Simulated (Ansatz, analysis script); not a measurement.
# Calculated records

**Fixed-spin-moment curve of SrMn2As2**

It takes space group P-3m1 (No. 164, trigonal). Conventional cell: a = 4.076 Å, b = 4.076 Å, c = 7.351 Å, α = 90.00°, β = 90.00°, γ = 120.00°. Nearest to Sr lie 6 As at 3.14 Å. Nearest to Mn lie 4 As at 2.43 to 2.48 Å. Nearest to As lie 4 Mn at 2.43 to 2.48 Å and 3 Sr at 3.14 Å. Farther neighbours are not listed.

```
method                                             : PBEsol, PAW set soft_1 (files made for PBE); collinear runs at fixed total moment and in a field on the spins (and 4 further levels or steps)
program                                            : Ansatz 0.2.0 and analysis script 1
settings of one run                                : cutoff 420 eV, 11×11×6 k-mesh, Fermi-Dirac occupations, smearing width 0.05 eV
notes                                              : I·N/2 = 2.5 is over 1, so the state without spin is unstable to a uniform moment. In doubt: the program’s search for lower states was switched off, so a lower magnetic state than those reached may exist.
state of the free run                              : ferromagnetic
net moment of the free run                         : 5.66 μB
energy of the free run from the state without spin : -1051 meV a cell
lowest of the fixed moments tried                  : M = 5.726 μB, -1051 meV
dM/dB between 0 and 300 T                          : 0.448 μB a cell per 1000 T
```

At this level the system is magnetic: the free run keeps 2.69 μB on the largest site. No other order was typed. Among the fixed moments, E(M) falls 1051 meV below the state without spin and is lowest near 5.726 μB on this grid.

[Logs and program files are shortened in this print: banners, set-up blocks, solver, clock and traceback lines can be left out without a mark of their own.]

[Logs are printed without paths, hosts, clocks, repeated set-up lines and the standing remarks that a program may print on its own settings, such as how far it seeks lower states.]

[Hosts, paths, dates, database ids (printed as entryN), source tags and the programs' standing remarks are cut or masked in the printed files.]
